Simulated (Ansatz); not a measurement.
# Ta2O5 (Pmmn): band gap by G0W0 on LDA

Wanted: the gap of Ta2O5 (Pmmn) with a many-body correction, and the time that it takes.

Main program and level: Ansatz 0.2.0; LDA, then G0W0 on it, plane waves, PAW.

## (1) The structure

Symmetry: Pmmn, No. 59, orthorhombic system. The conventional cell has a = 3.841 Å, b = 13.037 Å, c = 3.874 Å, α = 90.00°, β = 90.00°, γ = 90.00°. Nearest to Ta lie 6 O at 1.88 to 2.21 Å. Nearest to O lie 3 Ta at 1.99 to 2.21 Å. O has 2 Ta at 1.88 to 2.00 Å nearest. Nearest to O lie 2 Ta at 1.90 Å. Farther neighbours and most contacts between anions are not listed.

Coordinates:

```cif
data_structure
_symmetry_space_group_name_H-M 'P 1'
_symmetry_Int_Tables_number 1
_cell_length_a 3.8409
_cell_length_b 13.0373
_cell_length_c 3.8742
_cell_angle_alpha 90.000
_cell_angle_beta 90.000
_cell_angle_gamma 90.000
_cell_volume 194.00
loop_
_atom_site_label
_atom_site_type_symbol
_atom_site_fract_x
_atom_site_fract_y
_atom_site_fract_z
_atom_site_occupancy
Ta1 Ta 0.00000 0.14580 0.02271 1
Ta2 Ta 0.50000 0.35420 0.97729 1
Ta3 Ta 0.50000 0.64580 0.97729 1
Ta4 Ta 0.00000 0.85420 0.02271 1
O5 O 0.50000 0.18523 0.00206 1
O6 O 0.00000 0.31477 0.99794 1
O7 O 0.00000 0.68523 0.99794 1
O8 O 0.50000 0.81477 0.00206 1
O9 O 0.00000 0.85107 0.50765 1
O10 O 0.50000 0.64893 0.49235 1
O11 O 0.50000 0.35107 0.49235 1
O12 O 0.50000 0.50000 0.99500 1
O13 O 0.00000 0.00000 0.00500 1
O14 O 0.00000 0.14893 0.50765 1
```

The cell and positions are those that the Materials Project relaxed with its own functionals (PBE, PBE+U or r2SCAN), kept fixed. Spin-orbit coupling is left out unless a step names it. The default PAW set here is soft_2. Its files were made with PBE.

## (2) Bands along the symmetry lines

Levels along a band path and on the mesh show where this functional puts the band edges.

This step: DFT, LDA, plane waves, PAW.

Input file input.yaml:

```yaml
crystal:
  lattice:
    - [3.84085413, 0.0, 0.0]
    - [0.0, 13.0373230544, 0.0]
    - [0.0, 0.0, 3.8741645114]
  atoms:
    - { symbol: Ta, position: [0.0, 0.14579693, 0.02271197] }
    - { symbol: Ta, position: [0.5, 0.35420307, 0.97728803] }
    - { symbol: Ta, position: [0.5, 0.64579693, 0.97728803] }
    - { symbol: Ta, position: [0.0, 0.85420307, 0.02271197] }
    - { symbol: O, position: [0.5, 0.18522554, 0.00205837] }
    - { symbol: O, position: [0.0, 0.31477446, 0.99794163] }
    - { symbol: O, position: [0.0, 0.68522554, 0.99794163] }
    - { symbol: O, position: [0.5, 0.81477446, 0.00205837] }
    - { symbol: O, position: [0.0, 0.85107074, 0.50764741] }
    - { symbol: O, position: [0.5, 0.64892926, 0.49235259] }
    - { symbol: O, position: [0.5, 0.35107074, 0.49235259] }
    - { symbol: O, position: [0.5, 0.5, 0.99500122] }
    - { symbol: O, position: [0.0, 0.0, 0.00499878] }
    - { symbol: O, position: [0.0, 0.14892926, 0.50764741] }
kpoints:
  mp_grid: { grid: [6, 2, 6] }
  band_path:
    path:
      - [[0.0, 0.0, 0.0], [0.5, 0.0, 0.0], [0.5, 0.5, 0.0], [0.0, 0.5, 0.0], [0.0, 0.0, 0.0], [0.0, 0.0, 0.5], [0.5, 0.0, 0.5], [0.5, 0.5, 0.5], [0.0, 0.5, 0.5], [0.0, 0.0, 0.5]]
      - [[0.5, 0.0, 0.0], [0.5, 0.0, 0.5]]
      - [[0.0, 0.5, 0.0], [0.0, 0.5, 0.5]]
      - [[0.5, 0.5, 0.0], [0.5, 0.5, 0.5]]
    npoints: 10
hamiltonian:
  xc: lda
scf:
  occupations: { method: fermi_dirac, width: 0.02 }
  n_extra_bands: 8
output:
  eigenvalues: true
  write_density: true
  write_potential: true
  elf: true
  volumetric_format: npy
```

On the command line:

```
$ ansatz run input.yaml --threads 4 --pin off --max-ram 138240MiB --backend cuda --events-out ev --progress --plain --runs-dir out --devices 1 --max-vram 26GiB
```

Numbers of over 12 decimals in the logs are rounded to 6 here.

Output:

```text
scf.n_extra_bands = 8 over 56 filled bands (N_el = 112.0): the run solves 64 bands
GPUs: using 1 of 1 available (devices: 1).
Engine: ansatz 0.2.0, x86_64-unknown-linux-gnu
Pseudopotentials: kind: paw
Pseudopotential: Ta, paw, valence charge 13, recommended cutoff 420 eV (normal), Ta.paw.azcp
Pseudopotential: O, paw, valence charge 6, recommended cutoff 420 eV (normal), O.paw.azcp
Functional definition: SPW92
  exchange = slater_x
  correlation = pw_c
device memory: the entry about to start is reckoned to put 4.1 GiB on a device that reports 54.4 GiB free (of which the cap on the GPU budget leaves the run 26.0 GiB)
GPU FFT provider: cuFFT
GPU libraries: cuBLAS 13.8.2, cuFFT 12.4.0, cuSOLVER 12.3.4
Crystal: 14 atoms, lattice volume = 193.997 Å³
Basis set: ecut = 420 eV, 3823 PW (Γ)
Bands: 64, of which v1, the nominal top of the filled ones, is band 56 counted from 1 (55 counted from 0)
Symmetry: 8 space group operations
Space group: Pmmn (ITA 59), of the structure as read, at distance tolerance 5.8e-5 Å
k-points: 32 of 72
Non-local potential: Ta, projectors of the file, l = 0: 3, l = 1: 2, l = 2: 2, l = 3: 1
Non-local potential: O, projectors of the file, l = 0: 2, l = 1: 2, l = 2: 1
PAW form: soft (Blöchl's): semilocal exchange-correlation on the pseudo side does not see the compensation charge
PAW frozen core: Ta, regenerated for the run's functional, and the local potential with it (the file was generated under x = pbe(κ = 0.804, μ = 0.219515), c = pbe(β = 0.066725))
PAW frozen core: O, regenerated for the run's functional, and the local potential with it (the file was generated under x = pbe(κ = 0.804, μ = 0.219515), c = pbe(β = 0.066725))
PAW one-centre angular grid: Ta, 590 points (default); XC on 64 Gauss nodes
PAW one-centre angular grid: O, 110 points (default); XC on 64 Gauss nodes
Initial density: superposition of atomic densities (neutral atoms: chi_scale 0, normalization atom), corrected by the library's trained network
Initial wavefunctions: pseudopotential atomic-orbital guess
GPU buffer pool allocated for 65610 grid points (all kernels)
GPU transforms: local potential and band sums: pruned to the plane-wave sphere, on 25×90×25
Functional: x = slater, c = lda
SCF iter   1: F=—  HF=-44298.001565 eV  |F-HF|=—  |Δ(HF+E_count)|=         —  Δρ=2.05e-2  dr2=7.80e-1  ethr=1.77e-3  ⟨swp⟩=5.9  Hψ=8201  notcnv=0
preconditioner: auto → Resta (q_TF=auto, 2.490 Å⁻¹)  ε∞=6.3  [insulator: Δε(μ)=1.891 eV  Ē_g=10.374 eV  σ=0.020 eV  W_gap=1.00  n_scr=50 (ndim 8)  ℏωp=23.8 eV  f_vac=0.158  D(μ)=0.00/eV (n_scr^D=0)  ε∞_Penn≈6.3]
SCF iter   2: F=—  HF=-44297.836381 eV  |F-HF|=—  |Δ(HF+E_count)|=   1.65e-1  Δρ=6.80e-3  dr2=4.75e-2  ethr=6.97e-4  ⟨swp⟩=2.1  Hψ=3700  notcnv=0  defer=64
SCF iter   3: F=—  HF=-44297.825737 eV  |F-HF|=—  |Δ(HF+E_count)|=   1.06e-2  Δρ=2.39e-3  dr2=6.44e-3  ethr=4.24e-5  ⟨swp⟩=2.1  Hψ=3289  notcnv=0  defer=64
SCF iter   4: F=—  HF=-44297.824671 eV  |F-HF|=—  |Δ(HF+E_count)|=   1.07e-3  Δρ=1.15e-3  dr2=2.32e-3  ethr=5.75e-6  ⟨swp⟩=2.0  Hψ=3044  notcnv=0  defer=64
SCF iter   5: F=—  HF=-44297.823651 eV  |F-HF|=—  |Δ(HF+E_count)|=   1.02e-3  Δρ=2.12e-4  dr2=1.52e-4  ethr=2.07e-6  ⟨swp⟩=2.0  Hψ=3142  notcnv=0  defer=64
SCF iter   6: F=—  HF=-44297.823687 eV  |F-HF|=—  |Δ(HF+E_count)|=   3.56e-5  Δρ=1.15e-4  dr2=3.51e-5  ethr=1.35e-7  ⟨swp⟩=2.0  Hψ=2953  notcnv=0  defer=64
SCF iter   7: F=—  HF=-44297.823980 eV  |F-HF|=—  |Δ(HF+E_count)|=   2.93e-4  Δρ=6.79e-5  dr2=1.03e-5  ethr=3.13e-8  ⟨swp⟩=2.0  Hψ=3215  notcnv=0  defer=64
SCF iter   8: F=—  HF=-44297.823981 eV  |F-HF|=—  |Δ(HF+E_count)|=   9.83e-7  Δρ=2.52e-5  dr2=1.24e-6  ethr=9.20e-9  ⟨swp⟩=2.0  Hψ=3147  notcnv=0  defer=64
SCF iter   9: F=—  HF=-44297.823982 eV  |F-HF|=—  |Δ(HF+E_count)|=   8.10e-7  Δρ=7.33e-6  dr2=1.45e-7  ethr=1.10e-9  ⟨swp⟩=2.0  Hψ=3059  notcnv=0  defer=64
SCF iter  10: F=-44297.823982 eV  HF=-44297.823982 eV  |F-HF|=1.41e-9  |Δ(HF+E_count)|=   8.67e-8  Δρ=1.24e-6  dr2=5.43e-9  ethr=8.93e-11  ⟨swp⟩=8.3  Hψ=4486  notcnv=0
SCF 1 converged in 10 iterations: F = -44297.823982 eV  dr2 = 5.43e-9
  greatest PAW one-centre occupation: 1.000 electrons in one spin orbital (limit 2), on the Ta atom at site 2 (counted from 0), in its partial waves of l = 0
device memory: the entry about to start is reckoned to put 14.9 GiB on a device that reports 54.2 GiB free (of which the cap on the GPU budget leaves the run 26.0 GiB)
NSCF: frozen V_eff on 124 k-points, pencils in batches of 32, up to order 284
SCF converged after 10 iterations
Free energy (F): -44297.823982 eV
Harris-Foulkes:  -44297.823982 eV  (|F-HF|=1.41e-9)
Internal energy: -44297.823982 eV  (E = F + TS)
E sigma→0 (E₀):  -44297.823982 eV
Fermi energy:    7.772430 eV
--- Per-component energies (eV) ---
  E_band       = -1132.614076
  E_kinetic    = 3187.276032
  E_local      = -8866.265549  (includes V_loc(G=0)·N_el)
  E_nonlocal   = 579.806709
  E_hartree    = 3272.020079
  E_xc         = -1581.997479
  E_vxc        = -1735.058229  (∫ρ·V_xc dr)
  E_paw        = -34068.881843  (= ΣΔE_a)
  E_vpaw       = -842.439124  (= ΣTr[D̂ρ^β])
  E_aug_tail   = 0.025437  (compensation charges beyond the density's cutoff)
  E_ewald      = -6821.812195
  E_core_change = 2.004826  (= ΣΔE_core)
  E_smearing   = -0.000000  (= −TS)
  E_closure    = -0.000000  (closes the sum)
  Σ components = -44297.823982   (vs F -44297.823982, Δ=0.00e0)
--- Band table (eV; the first three rows and the last of 32) ---
  k-point 0: bands = [... 52 lower, 5.8289, 5.9082, 5.9847, 6.0575, 8.8778, 8.9047, 9.3025, 9.3332, ... 4 higher]
  k-point 1: bands = [... 52 lower, 5.5065, 5.5911, 5.6985, 6.0023, 9.7239, 9.8113, 10.0471, 10.0555, ... 4 higher]
  k-point 2: bands = [... 52 lower, 5.1371, 5.4322, 6.2244, 6.2981, 10.6414, 10.7880, 11.3242, 11.3795, ... 4 higher]
  k-point 31: bands = [... 52 lower, 6.5488, 6.5488, 6.6589, 6.6589, 9.8280, 9.8280, 11.6079, 11.6079, ... 4 higher]
```

Elapsed: 8.3 s, on 1 × NVIDIA H100 80GB HBM3 (shared by 3 runs) with 4 threads of AMD EPYC 7R13 (Zen 3), shared host; peak memory 1.1 GiB.

Numbers from this step:

```
filled bands         : 56
gap                  : 2.219 eV
valence top at       : R
conduction bottom at : Γ
least direct gap     : 2.820 eV
```

Over mesh and path the gap is 2.219 eV, from k = (0.500, 0.500, 0.500) to k = Γ. The least direct gap found is 2.820 eV, at k = Γ.

Electronic bands along the path, in eV, zero at the top of the highest nominally filled band:

| point | band 53 | band 54 | band 55 | band 56 | band 57 | band 58 | band 59 | band 60 |
| --- | --- | --- | --- | --- | --- | --- | --- | --- |
| Γ | -0.83 | -0.75 | -0.67 | -0.60 | 2.22 | 2.25 | 2.64 | 2.67 |
| halfway | -0.91 | -0.86 | -0.82 | -0.71 | 2.32 | 2.77 | 3.06 | 3.22 |
| X | -0.96 | -0.96 | -0.78 | -0.78 | 2.54 | 2.54 | 3.23 | 3.23 |
| halfway | -0.96 | -0.96 | -0.78 | -0.78 | 2.54 | 2.54 | 3.16 | 3.16 |
| S | -0.95 | -0.95 | -0.78 | -0.78 | 2.55 | 2.55 | 3.09 | 3.09 |
| halfway | -0.91 | -0.91 | -0.75 | -0.75 | 2.49 | 2.49 | 3.12 | 3.12 |
| Y | -0.73 | -0.73 | -0.68 | -0.68 | 2.23 | 2.23 | 2.66 | 2.66 |
| halfway | -0.79 | -0.73 | -0.69 | -0.62 | 2.22 | 2.24 | 2.65 | 2.67 |
| Γ | -0.83 | -0.75 | -0.67 | -0.60 | 2.22 | 2.25 | 2.64 | 2.67 |
| halfway | -1.38 | -1.15 | -0.64 | -0.47 | 3.70 | 3.89 | 3.93 | 4.04 |
| Z | -1.63 | -1.31 | -0.30 | -0.29 | 4.06 | 4.23 | 5.39 | 5.46 |
| halfway | -0.58 | -0.54 | -0.32 | -0.14 | 3.14 | 3.31 | 4.50 | 4.96 |
| U | -0.09 | -0.09 | -0.01 | -0.01 | 3.28 | 3.28 | 4.87 | 4.87 |
| halfway | -0.10 | -0.10 | 0.00 | 0.00 | 3.22 | 3.22 | 4.91 | 4.91 |
| R | -0.11 | -0.11 | 0.00 | 0.00 | 3.17 | 3.17 | 4.95 | 4.95 |
| halfway | -0.58 | -0.58 | -0.20 | -0.20 | 3.20 | 3.20 | 4.73 | 4.73 |
| T | -1.52 | -1.52 | -0.29 | -0.29 | 4.15 | 4.15 | 5.42 | 5.42 |
| halfway | -1.61 | -1.37 | -0.30 | -0.29 | 4.09 | 4.21 | 5.40 | 5.45 |
| Z | -1.63 | -1.31 | -0.30 | -0.29 | 4.06 | 4.23 | 5.39 | 5.46 |
| jump to X | -0.96 | -0.96 | -0.78 | -0.78 | 2.54 | 2.54 | 3.23 | 3.23 |
| halfway | -0.54 | -0.54 | -0.53 | -0.53 | 3.23 | 3.23 | 4.14 | 4.14 |
| U | -0.09 | -0.09 | -0.01 | -0.01 | 3.28 | 3.28 | 4.87 | 4.87 |
| jump to Y | -0.73 | -0.73 | -0.68 | -0.68 | 2.23 | 2.23 | 2.66 | 2.66 |
| halfway | -1.26 | -1.26 | -0.56 | -0.56 | 3.76 | 3.76 | 4.09 | 4.09 |
| T | -1.52 | -1.52 | -0.29 | -0.29 | 4.15 | 4.15 | 5.42 | 5.42 |
| jump to S | -0.95 | -0.95 | -0.78 | -0.78 | 2.55 | 2.55 | 3.09 | 3.09 |

ELF in the ab plane at fractional z = 0.002, with atoms of Ta and O within 0.2 Å of it. It is the smooth field of the valence electrons, not physical close to the nuclei.

Ten even steps from '_' (0.01) to '@' (0.79), each cell a mean:
```
%%@@@@%%++..______::**%%@@@@
++++--::..__......__..::==++
**####--..==####**--..==%%##
::**%%==++@@@@%%@@%%--++%%==
%%##==::##@@##++%%@@++::++##
====::..==##%%@@%%**--..::==
@@@@%%==..::--==--....++@@@@
==%%@@++--##%%##%%**--##@@##
@@@@##--**%%++::**%%==--%%@@
++==::__::++******++::..::==
____..--++**######**==::____
____--##@@@@##++%%@@%%**..__
____::**%%@@@@%%@@@@%%++..__
....__..::==++++++--::..__..
##**--..==%%##**####--..==##
%%@@%%--++%%==::**%%==++@@@@
++%%@@++::++##%%##==::##@@##
@@%%**--..::======::..==##%%
==--....++@@@@@@@@%%==..::--
##%%**--##@@##==%%@@++--##%%
::**%%==--%%@@@@@@##--**%%==
****++::..::==++==..__::****
####**==::________..--++**##
++%%@@%%**..______--##@@@@##
```
Columns run along a (3.8 Å), rows up along b (13.0 Å). Atoms in or near the plane, at fractional coordinates: Ta at (0.00, 0.15), Ta at (0.50, 0.35), Ta at (0.50, 0.65), Ta at (0.00, 0.85), O at (0.50, 0.19), O at (0.00, 0.31), O at (0.00, 0.69), O at (0.50, 0.81), O at (0.50, 0.50), O at (0.00, 0.00).

Electrostatic potential energy in the ab plane at fractional z = 0.002, with atoms of Ta and O within 0.2 Å of it. With pseudopotentials it is smooth inside the atoms' cores, unlike the true potential.

Ten even steps from '_' (-67 eV) to '@' (13 eV), each cell a mean:
```
==++##@@@@@@@@@@@@@@@@@@##==
**##%%%%@@@@@@@@@@@@@@%%####
..::++##%%@@@@@@@@@@%%**==::
____--**%%##++==++####++::__
--==**##%%++--::--**%%##++==
%%%%%%@@@@%%######@@@@@@%%%%
++**%%@@%%########%%%%@@##++
::--**%%**==::..::++##%%++--
**##%%##++::______--**%%%%##
@@@@@@%%##++==--==**##%%@@@@
@@@@@@@@@@%%##**##%%@@@@@@@@
@@@@@@@@@@++--::==##@@@@@@@@
@@@@@@@@@@##====++##@@@@@@@@
@@@@@@@@%%####**##%%%%@@@@@@
@@@@@@%%**==::..::++##%%@@@@
==++####++::______--**%%##++
::--**%%##++==--==**##%%++--
####@@@@@@%%%%%%%%%%@@@@%%##
####%%%%@@##++++**%%@@%%####
..::++##%%++--::--**%%**==::
____--**%%%%##**##%%##++::__
--==**##%%@@@@@@@@@@%%##++==
**##%%@@@@@@@@@@@@@@@@@@%%##
::==##@@@@@@@@@@@@@@@@@@++--
```
Columns run along a (3.8 Å; values clipped at the 3rd and 97th percentile), rows up along b (13.0 Å). Atoms in or near the plane, at fractional coordinates: Ta at (0.00, 0.15), Ta at (0.50, 0.35), Ta at (0.50, 0.65), Ta at (0.00, 0.85), O at (0.50, 0.19), O at (0.00, 0.31), O at (0.00, 0.69), O at (0.50, 0.81), O at (0.50, 0.50), O at (0.00, 0.00).

[end of part 1 of 3]

[Paths, hosts, dates, memory and timing lines, banners, echoed tables and standing remarks are left out of the program output.]

[Logs are printed without paths, hosts, clocks, repeated set-up lines and the standing remarks that a program may print on its own settings, such as how far it seeks lower states.]

[Runs of the session that timed out or met a known fault of the program may be left out.]

[Cells called generated may have been cut or substituted from an entry of the Crystallography Open Database or the Materials Project.]

[Hosts, paths, dates, database ids (printed as entryN), source tags and the programs' standing remarks are cut or masked in the printed files.]

[Where an RPA ε∞ is given, it is that of the G0W0 mesh and is not shown converged in it. Names of k-points follow the symmetry that the program found, which can be lower than the space group named. Band edges on a path are those of the sampled points; other points can move an edge, and change direct to indirect where valleys lie close.]

[Hybrid gaps are those of their k-mesh and are not shown converged in it.]
